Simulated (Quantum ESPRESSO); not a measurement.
Consider In (I4/mmm).

```
In
1.0
    -1.62547    1.62547    2.47370
     1.62547   -1.62547    2.47370
     1.62547    1.62547   -2.47370
In
1
Direct
  0.00000 0.00000 0.00000
```

Absorber: atom 1, with 4 In at 3.25 Å and 8 In at 3.38 Å (distorted cuboctahedral, site symmetry 4/mmm). Method: Quantum ESPRESSO XSpectra, LDA, excited-electron core hole (neutral cell), 6-atom cell with 5.7 Å between holes, 5×5×5 k points, dipole transitions, Lorentzian half width 3.96 eV (not a setting of the program: the run's 0.4 eV curve was folded afterwards with a further Lorentzian).

**Question.** What does the In K edge look like?

Main maxima up to 30 eV above the zero (height): 4.7 eV (1.19) and 21.8 eV (1.03). A K edge sees empty p states on the absorber. 

The In K spectrum (energy from the energy zero of the input (xe0, at the border of filled and empty states); intensity scaled to a mean of 1 over the first 20 eV; folded afterwards to Lorentzian half width 3.96 eV; the points at xe0, where the cut of filled states can leave a spike, are interpolated; polarised curves are means over the symmetry-equivalent atoms):

```csv
E (eV),isotropic,ε ⊥ c,ε ∥ c
-2.0,0.54,0.54,0.56
-1.5,0.60,0.60,0.62
-1.0,0.67,0.66,0.69
-0.5,0.74,0.73,0.76
0.0,0.81,0.80,0.83
0.5,0.88,0.87,0.90
1.0,0.94,0.93,0.97
1.5,1.01,0.99,1.03
2.0,1.06,1.04,1.09
2.5,1.10,1.09,1.13
3.0,1.14,1.12,1.16
3.5,1.16,1.15,1.18
4.0,1.18,1.17,1.19
4.5,1.18,1.18,1.20
5.0,1.18,1.18,1.19
5.5,1.18,1.18,1.18
6.0,1.16,1.17,1.16
6.5,1.15,1.15,1.14
7.0,1.13,1.13,1.11
7.5,1.10,1.11,1.08
8.0,1.08,1.09,1.05
8.5,1.05,1.06,1.02
9.0,1.03,1.04,1.00
9.5,1.00,1.01,0.97
10.0,0.98,0.99,0.95
10.5,0.95,0.97,0.93
11.0,0.93,0.94,0.91
11.5,0.91,0.92,0.90
12.0,0.90,0.90,0.89
12.5,0.89,0.89,0.88
13.0,0.88,0.88,0.88
13.5,0.87,0.87,0.88
14.0,0.87,0.87,0.89
14.5,0.88,0.86,0.90
15.0,0.88,0.87,0.91
15.5,0.89,0.87,0.92
16.0,0.90,0.88,0.93
16.5,0.91,0.89,0.94
17.0,0.92,0.91,0.95
17.5,0.94,0.92,0.97
18.0,0.95,0.94,0.98
18.5,0.97,0.95,0.99
19.0,0.98,0.97,1.01
19.5,1.00,0.98,1.02
20.0,1.01,1.00,1.03
20.5,1.02,1.01,1.03
21.0,1.03,1.02,1.04
21.5,1.03,1.03,1.03
22.0,1.03,1.03,1.03
22.5,1.03,1.03,1.02
23.0,1.02,1.03,1.00
23.5,1.01,1.02,0.98
24.0,1.00,1.01,0.96
24.5,0.98,1.00,0.95
25.0,0.97,0.99,0.93
25.5,0.95,0.97,0.92
26.0,0.94,0.95,0.91
26.5,0.92,0.94,0.90
27.0,0.91,0.92,0.89
27.5,0.90,0.90,0.89
28.0,0.89,0.89,0.89
28.5,0.88,0.88,0.89
29.0,0.88,0.88,0.89
29.5,0.88,0.87,0.89
30.0,0.87,0.87,0.89
30.5,0.87,0.87,0.88
31.0,0.88,0.87,0.88
31.5,0.88,0.88,0.88
32.0,0.88,0.88,0.87
```

The holes are only 5.7 Å apart, so the shape is probably not converged with cell size; no larger cell was run here. The structure is a published determination, not relaxed.

[Banner, clock and machine lines of the logs are left out without a mark of their own.]

[Logs are printed without paths, hosts, clocks, repeated set-up lines and the standing remarks that a program may print on its own settings, such as how far it seeks lower states.]

[Hosts, paths, dates, database ids (printed as entryN), source tags and the programs' standing remarks are cut or masked in the printed files.]

[Lists of maxima count a maximum above −3 eV only where it reaches 4 % of the highest in the window and stands out from its surroundings by 2 % of it (1.5 % where it reaches 55 %); shoulders and weaker maxima are passed over, and of the rest the first, up to two pre-edge ones and the few strongest are named.]
